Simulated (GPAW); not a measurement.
**Collinear magnetic orders of MnGe7 (Ge16x211 Mn2 nn) with GPAW**

Does MnGe7 (Ge16x211 Mn2 nn) prefer parallel or opposed moments, or none?

Program: GPAW 26.7.0. Level of theory: PBE with U = 4 eV on Mn d; plane waves with GPAW's PAW setups, scalar-relativistic. Results are calculated unless marked as measured.

## Step 1: Set-up

The structure is monoclinic, space group C2/m (No. 12). The conventional cell has a = 8.002 Å, b = 8.002 Å, c = 11.316 Å, α = 90.00°, β = 90.00°, γ = 90.00°. Nearest to Mn lie 1 Mn at 2.45 Å and 3 Ge at 2.45 Å. Ge has 3 Ge at 2.45 Å and 1 Mn at 2.45 Å nearest. Nearest to Ge lie 3 Ge at 2.45 Å and 1 Mn at 2.45 Å. Nearest to Ge lie 4 Ge at 2.45 Å. Ge has 4 Ge at 2.45 Å nearest. Ge has 4 Ge at 2.45 Å nearest. substitutional dopants on the host's lattice, its constants typed without a cited source, atoms not relaxed. Farther neighbours are not listed.

Structure file:

```cif
data_structure
_symmetry_space_group_name_H-M 'C2/m'
_symmetry_Int_Tables_number 12
_cell_length_a 8.0016
_cell_length_b 8.0016
_cell_length_c 11.3160
_cell_angle_alpha 90.000
_cell_angle_beta 90.000
_cell_angle_gamma 90.000
_cell_volume 724.52
loop_
_atom_site_label
_atom_site_type_symbol
_atom_site_symmetry_multiplicity
_atom_site_Wyckoff_symbol
_atom_site_fract_x
_atom_site_fract_y
_atom_site_fract_z
_atom_site_occupancy
Mn1 Mn 4 i 0.87500 0.00000 0.93750 1
Ge1 Ge 4 i 0.37500 0.00000 0.93750 1
Ge2 Ge 8 j 0.12500 0.25000 0.18750 1
Ge3 Ge 8 j 0.37500 0.25000 0.31250 1
Ge4 Ge 4 i 0.87500 0.00000 0.43750 1
Ge5 Ge 4 i 0.37500 0.00000 0.43750 1
```

The cell is a made-up one and need not be a known phase.

## Step 2: Run 1 (ferro ++)

The parallel start comes first: it fits the smallest cell, keeps the most symmetry and shows whether parallel moments form. A Hubbard term is added for the open shell, at a value in common use.

File order1.py:

```python
import json
import numpy as np
from ase import Atoms
from ase.parallel import paropen, parprint
from gpaw import GPAW

atoms = Atoms(['Mn', 'Mn', 'Ge', 'Ge', 'Ge', 'Ge', 'Ge', 'Ge', 'Ge', 'Ge', 'Ge', 'Ge', 'Ge', 'Ge', 'Ge', 'Ge'],
    cell=[[11.316, 0.0, 0.0],
         [0.0, 5.658, 0.0],
         [0.0, 0.0, 5.658]],
    scaled_positions=[[0.0, 0.0, 0.0],
         [0.125, 0.25, 0.25],
         [0.0, 0.5, 0.5],
         [0.125, 0.75, 0.75],
         [0.25, 0.0, 0.5],
         [0.375, 0.25, 0.75],
         [0.25, 0.5, 0.0],
         [0.375, 0.75, 0.25],
         [0.5, 0.0, 0.0],
         [0.625, 0.25, 0.25],
         [0.5, 0.5, 0.5],
         [0.625, 0.75, 0.75],
         [0.75, 0.0, 0.5],
         [0.875, 0.25, 0.75],
         [0.75, 0.5, 0.0],
         [0.875, 0.75, 0.25]],
    pbc=True,
    magmoms=[4.5, 4.5, 0.0, 0.0, 0.0, 0.0, 0.0, 0.0, 0.0, 0.0, 0.0, 0.0, 0.0, 0.0, 0.0, 0.0])
atoms.calc = GPAW(mode={'name': 'pw', 'ecut': 450},
    xc='PBE',
    kpts={'size': (3, 5, 5), 'gamma': True},
    occupations={'name': 'fermi-dirac', 'width': 0.05},
    convergence={'density': 1e-05, 'energy': 1e-05},
    maxiter=200,
    mixer={'name': 'pulay', 'beta': 0.05, 'nmaxold': 6, 'weight': 50},
    setups={'Mn': ':d,4.0'},
    symmetry={'tolerance': 1e-4},
    txt='order1.txt')
e = atoms.get_potential_energy(force_consistent=True)
res = {'free_energy': e, 'energy_sigma0': atoms.get_potential_energy(), 'fermi_energy': atoms.calc.get_fermi_level()}
res['moments'] = atoms.get_magnetic_moments().tolist()
res['total'] = atoms.get_magnetic_moment()
parprint('site moments (muB):', np.round(res['moments'], 3))
parprint(f"total moment: {res['total']:.3f} muB")
parprint(f'free energy: {e:.6f} eV')
atoms.calc.write('order1.gpw')
with paropen('results.json', 'w') as f:
    json.dump(res, f)
```

Command:

```
$ OMP_NUM_THREADS=1 mpirun -n 4 gpaw python order1.py > order1.log
```

Numbers of over 12 decimals in the logs are rounded to 6 here.

The program printed:

```text
site moments (muB): [ 4.271e+00  4.271e+00 -4.200e-02 -4.200e-02 -5.300e-02 -1.000e-03
 -5.300e-02 -1.000e-03 -1.200e-02 -1.200e-02 -5.000e-03 -5.000e-03
 -1.000e-03 -5.300e-02 -1.000e-03 -5.300e-02]
total moment: 8.494 muB
free energy: -75.656569 eV

--- order1.txt ---
Input parameters:
  mode=PW(ecut=450),
  convergence={'density': 1e-05, 'energy': 1e-05},
  kpts=MonkhorstPack(size=(3, 5, 5), gamma=True),
  maxiter=200,
  mixer=Pulay(name='pulay', nmaxold=6, beta=0.05, weight=50, sigma=0.015, g_ss=None),
  occupations=Occupations(name='fermi-dirac', width=0.05),
  setups={'Mn': ':d,4.0'},
  symmetry=Symmetry(tolerance=0.0001),
  xc=XC(name='PBE')

Diagonalizing LCAO Hamiltonian
Converting LCAO to pw mode
    .---------------------------.
   /|                           |
  / |  Ge            Ge         |
 *  |                           |
 |  |       Ge            Ge    |
 | Ge            Ge             |
 |  |   Ge    Ge      Ge    Ge  |
 |  .---------------------------.
 | / Mn  Ge        Ge  Ge      /
 |/                           /
 Mn------------Ge------------*

Atoms  # Å, Bohr magnetons
|    | symbol |        x |        y |        z |    initial magnetic moments |
|----|--------|----------|----------|----------|-----------------------------|
|  0 |     Mn | 0.000000 | 0.000000 | 0.000000 | ( 0.0000,  0.0000,  4.5000) |
|  1 |     Mn | 1.414500 | 1.414500 | 1.414500 | ( 0.0000,  0.0000,  4.5000) |
|  2 |     Ge | 0.000000 | 2.829000 | 2.829000 | ( 0.0000,  0.0000,  0.0000) |
|  3 |     Ge | 1.414500 | 4.243500 | 4.243500 | ( 0.0000,  0.0000,  0.0000) |
|  4 |     Ge | 2.829000 | 0.000000 | 2.829000 | ( 0.0000,  0.0000,  0.0000) |
|  5 |     Ge | 4.243500 | 1.414500 | 4.243500 | ( 0.0000,  0.0000,  0.0000) |
|  6 |     Ge | 2.829000 | 2.829000 | 0.000000 | ( 0.0000,  0.0000,  0.0000) |
|  7 |     Ge | 4.243500 | 4.243500 | 1.414500 | ( 0.0000,  0.0000,  0.0000) |
|  8 |     Ge | 5.658000 | 0.000000 | 0.000000 | ( 0.0000,  0.0000,  0.0000) |
|  9 |     Ge | 7.072500 | 1.414500 | 1.414500 | ( 0.0000,  0.0000,  0.0000) |
| 10 |     Ge | 5.658000 | 2.829000 | 2.829000 | ( 0.0000,  0.0000,  0.0000) |
| 11 |     Ge | 7.072500 | 4.243500 | 4.243500 | ( 0.0000,  0.0000,  0.0000) |
| 12 |     Ge | 8.487000 | 0.000000 | 2.829000 | ( 0.0000,  0.0000,  0.0000) |
| 13 |     Ge | 9.901500 | 1.414500 | 4.243500 | ( 0.0000,  0.0000,  0.0000) |
| 14 |     Ge | 8.487000 | 2.829000 | 0.000000 | ( 0.0000,  0.0000,  0.0000) |
| 15 |     Ge | 9.901500 | 4.243500 | 1.414500 | ( 0.0000,  0.0000,  0.0000) |

Unit cell  # Å
| periodic |         x |        y |        z |   lengths |    angles |
|----------|-----------|----------|----------|-----------|-----------|
|      yes | 11.316000 | 0.000000 | 0.000000 | 11.316000 | 90.000000 |
|      yes |  0.000000 | 5.658000 | 0.000000 |  5.658000 | 90.000000 |
|      yes |  0.000000 | 0.000000 | 5.658000 |  5.658000 | 90.000000 |

Number of symmetries: 2

BZ-sampling:
  Number of BZ points: 75
  Number of IBZ points: 24

  Monkhorst-Pack size: [3, 5, 5]
  Monkhorst-Pack shift: [0, 0, 0]

K-points  # in reciprocal-cell coordinates
|     |                                coordinates |     weight |
|-----|--------------------------------------------|------------|
|   0 | (  0.00000000,   0.00000000,   0.00000000) | 0.01333333 |
|   1 | (  0.00000000,   0.20000000,  -0.20000000) | 0.02666667 |
|   2 | (  0.00000000,   0.20000000,   0.00000000) | 0.05333333 |
|   3 | (  0.00000000,   0.20000000,   0.20000000) | 0.02666667 |
|   4 | (  0.00000000,   0.40000000,  -0.40000000) | 0.02666667 |
|   5 | (  0.00000000,   0.40000000,  -0.20000000) | 0.05333333 |
|   6 | (  0.00000000,   0.40000000,   0.00000000) | 0.05333333 |
|   7 | (  0.00000000,   0.40000000,   0.20000000) | 0.05333333 |
|   8 | (  0.00000000,   0.40000000,   0.40000000) | 0.02666667 |
|   9 | (  0.33333333,  -0.40000000,  -0.40000000) | 0.02666667 |
| ... |                                            |            |
|  23 | (  0.33333333,   0.40000000,   0.40000000) | 0.02666667 |

Plane wave coefficients: 7882
Cutoff: 450.000000 eV

Spin-components: 2 (collinear spins)
Bands:           61
Projectors:      82
Spin-degeneracy: 1
Datatype:        complex128

Parallelization:
  kpt:    4
  domain: 1
  band:   1

Density:
  Valence electrons: 86.0
  Components: 2
  Grid points: [56 28 28]
  Charge: 0.0  # |e|

Potential:
  Grid points: [56 28 28]

species:
  Mn:
    name:    Manganese
    Z:       25.0
    valence: 15
    core:    10
    charge:  0.0  # [|e|]
    Hubbard: {U: 4.0,  # eV
              l: 2,
              scale: True}
    compensation charges:
      type: gauss
      rc: 0.38  # [Å]
      lmax: 2
    cutoffs:
      filter: 2.14  # [Å]
      core: 0.86  # [Å]
    projectors
    | kind |    occ | energy [eV] | rcut [Å] |
    |------|--------|-------------|----------|
    |   3s |  2.000 |     -85.859 |    1.275 |
    |   4s |  2.000 |      -5.106 |    1.275 |
    |   3p |  6.000 |     -54.597 |    1.281 |
    |   4p |  0.000 |      -1.371 |    1.281 |
    |   3d |  5.000 |      -6.771 |    1.138 |
    |    d |        |      20.441 |    1.138 |

    Using partial waves for Mn as LCAO basis

  Ge:
    name:    Germanium
    Z:       32.0
    valence: 4
    core:    28
    charge:  0.0  # [|e|]
    compensation charges:
      type: gauss
      rc: 0.32  # [Å]
      lmax: 2
    cutoffs:
      filter: 1.77  # [Å]
      core: 3.42  # [Å]
    projectors
    | kind |    occ | energy [eV] | rcut [Å] |
    |------|--------|-------------|----------|
    |   4s |  2.000 |     -11.726 |    1.005 |
    |   4p |  2.000 |      -3.896 |    1.005 |
    |    s |        |      15.485 |    1.005 |
    |    p |        |      23.315 |    1.005 |
    |    d |        |       0.000 |    1.005 |

    Using partial waves for Ge as LCAO basis

Reference energy: -862395.106081  # eV

eigensolver:
  PPCG
  Converge bands: occupied
  niter=2

density mixing:
  Pulay-Mixer
  Linear mixing parameters: 0.05
  Old densities: 6
  Fourier metric: weight=50, sigma=0.015

occupation numbers:
  Fermi-Dirac:
    width: 0.0500  # eV

poisson solver:
  ecut: 3600.000000  # eV

xc functional:
  name: PBE with 2 nearest neighbor stencil

convergence criteria:
- Maximum integral of absolute [dens]ity change: 1e-05 electrons / valence electron
- Maximum [total energy] change in last 3 cyles: 1e-05 eV / valence electron
- Maximum integral of absolute [eigenst]ate change: 4e-08 eV^2 / valence electron
maximum number of iterations: 200

SCF iterations
|iter     |      energy | eigst |  dens |  magmom |
|---------|-------------|-------|-------|---------|
|iter:   1|       0s |  -75.802475 | +0.10 |       |  +9.0194|
|iter:   2|       6s |  -75.769525 | -1.58 | -0.97 |  +9.0000|
|iter:   3|      13s |  -75.614746 | -2.08 | -0.99 |  +8.9317|
|iter:   4|      19s |  -75.606911 | -1.75 | -1.09 |  +8.7723|
|iter:   5|      25s |  -75.622916 | -2.72 | -1.44 |  +8.7367|
|iter:   6|      31s |  -75.641274 | -2.39 | -1.55 |  +8.6492|
|iter:   7|      36s |  -75.635387 | -3.22 | -2.02 |  +8.6504|
|iter:   8|      42s |  -75.637243 | -3.23 | -1.97 |  +8.6040|
|iter:   9|      48s |  -75.638591 | -4.38 | -2.32 |  +8.5888|
|iter:  10|      54s |  -75.641302 | -4.04 | -2.43 |  +8.5544|
[... 12 iterations left out ...]
|iter:  23|     133s |  -75.643158c| -7.57c| -4.11 |  +8.4934|
|iter:  24|     139s |  -75.643158c| -7.34 | -4.15 |  +8.4936|
|iter:  25|     142s |  -75.643158c| -8.27c| -4.47 |  +8.4937|
|iter:  26|     145s |  -75.643158c| -7.54c| -4.54 |  +8.4942|
|iter:  27|     148s |  -75.643158c| -7.96c| -4.83 |  +8.4943|
|iter:  28|     151s |  -75.643158c| -8.13c| -4.84 |  +8.4944|
|iter:  29|     154s |  -75.643158c| -8.26c| -4.89 |  +8.4945|
|iter:  30|     157s |  -75.643158c| -8.46c| -4.91 |  +8.4945|
|iter:  31|     160s |  -75.643158c| -8.74c| -4.96 |  +8.4945|
|iter:  32|     163s |  -75.643158c| -8.02c| -5.05c|  +8.4944|

Converged in 32 steps
Energy contributions relative to reference atoms: (reference = -862395.106081)

Energy contributions:
  Kinetic:         232.349330
  Coulomb:        -202.877983
  Zero:              0.258355
  External:          0.000000
  Xc:             -105.359448
  Entropy:          -0.026822
  Spinorbit:         0.000000
  ----------------------------
  Free energy:     -75.656569
  Extrapolated:    -75.643158

dipole moment: (-62.763103, -68.267959, -68.267959)  # |e|*Ang

Total magnetic moment: (0.000000, 0.000000, 8.494413)

Local magnetic moments
|        x |        y |         z |
|----------|----------|-----------|
| 0.000000 | 0.000000 |  4.270936 |  # Mn   0
| 0.000000 | 0.000000 |  4.270936 |  # Mn   1
| 0.000000 | 0.000000 | -0.042303 |  # Ge   2
| 0.000000 | 0.000000 | -0.042303 |  # Ge   3
| 0.000000 | 0.000000 | -0.053146 |  # Ge   4
| 0.000000 | 0.000000 | -0.001175 |  # Ge   5
| 0.000000 | 0.000000 | -0.053146 |  # Ge   6
| 0.000000 | 0.000000 | -0.001175 |  # Ge   7
| 0.000000 | 0.000000 | -0.011871 |  # Ge   8
| 0.000000 | 0.000000 | -0.011871 |  # Ge   9
| 0.000000 | 0.000000 | -0.005070 |  # Ge  10
| 0.000000 | 0.000000 | -0.005070 |  # Ge  11
| 0.000000 | 0.000000 | -0.001175 |  # Ge  12
| 0.000000 | 0.000000 | -0.053146 |  # Ge  13
| 0.000000 | 0.000000 | -0.001175 |  # Ge  14
| 0.000000 | 0.000000 | -0.053146 |  # Ge  15

Fermi level: 5.301
Eigenvalues  # (at kpt = [0.000, 0.000, 0.000])
| band index |      eig [eV] | occ [0-1] |      eig [eV] | occ [0-1] |
|------------|---------------|-----------|---------------|-----------|
|          0 |       -76.597 |     1.000 |       -71.868 |     1.000 |
|        ... |               |           |               |           |
|         34 |         2.241 |     1.000 |         3.917 |     1.000 |
|         35 |         2.358 |     1.000 |         4.648 |     1.000 |
|         36 |         2.779 |     1.000 |         4.937 |     0.999 |
|         37 |         2.795 |     1.000 |         5.315 |     0.431 |
|         38 |         2.915 |     1.000 |         5.391 |     0.142 |
|         39 |         2.989 |     1.000 |         5.923 |     0.000 |
|         40 |         3.167 |     1.000 |         6.031 |     0.000 |
|         41 |         3.626 |     1.000 |         6.081 |     0.000 |
|         42 |         3.906 |     1.000 |         6.366 |     0.000 |
|         43 |         4.049 |     1.000 |         6.579 |     0.000 |
|         44 |         4.224 |     1.000 |         6.590 |     0.000 |
|         45 |         4.803 |     1.000 |         6.676 |     0.000 |
|         46 |         5.058 |     0.992 |         6.829 |     0.000 |
|         47 |         6.479 |     0.000 |         7.285 |     0.000 |
|         48 |         6.669 |     0.000 |         7.500 |     0.000 |
|         49 |         6.723 |     0.000 |         7.567 |     0.000 |
|        ... |               |           |               |           |
|         60 |         8.918 |     0.000 |         9.392 |     0.000 |

No gap
No difference between direct/indirect transitions
```

Wall time 2.9 min (4 MPI ranks of Intel Xeon 6975P-C (Granite Rapids), shared host); peak memory 1.5 GiB; 12 min of CPU time.

Spin moment in the augmentation sphere by atom:

```tsv
atom	spin moment in the augmentation sphere (μB)
Mn1	4.27
Mn2	4.27
Ge3	-0.04
Ge4	-0.04
Ge5	-0.05
Ge6	0.00
Ge7	-0.05
Ge8	0.00
Ge9	-0.01
Ge10	-0.01
Ge11	-0.01
Ge12	-0.01
Ge13	0.00
Ge14	-0.05
Ge15	0.00
Ge16	-0.05
```

Read from the output:

```yaml
magnetization: 8.494 μB
final_state: ferromagnetic
```

After 32 cycles the largest moment stands at 4.27 μB.

(Part 1 of 2 ends here.)

[Logs and program files are shortened in this print: banners, set-up blocks, solver, clock and traceback lines can be left out without a mark of their own.]

[Logs are printed without paths, hosts, clocks, repeated set-up lines and the standing remarks that a program may print on its own settings, such as how far it seeks lower states.]

[Hosts, paths, dates, database ids (printed as entryN), source tags and the programs' standing remarks are cut or masked in the printed files.]

[Where a cell is said to come from a database of computed structures, the database is the Materials Project.]
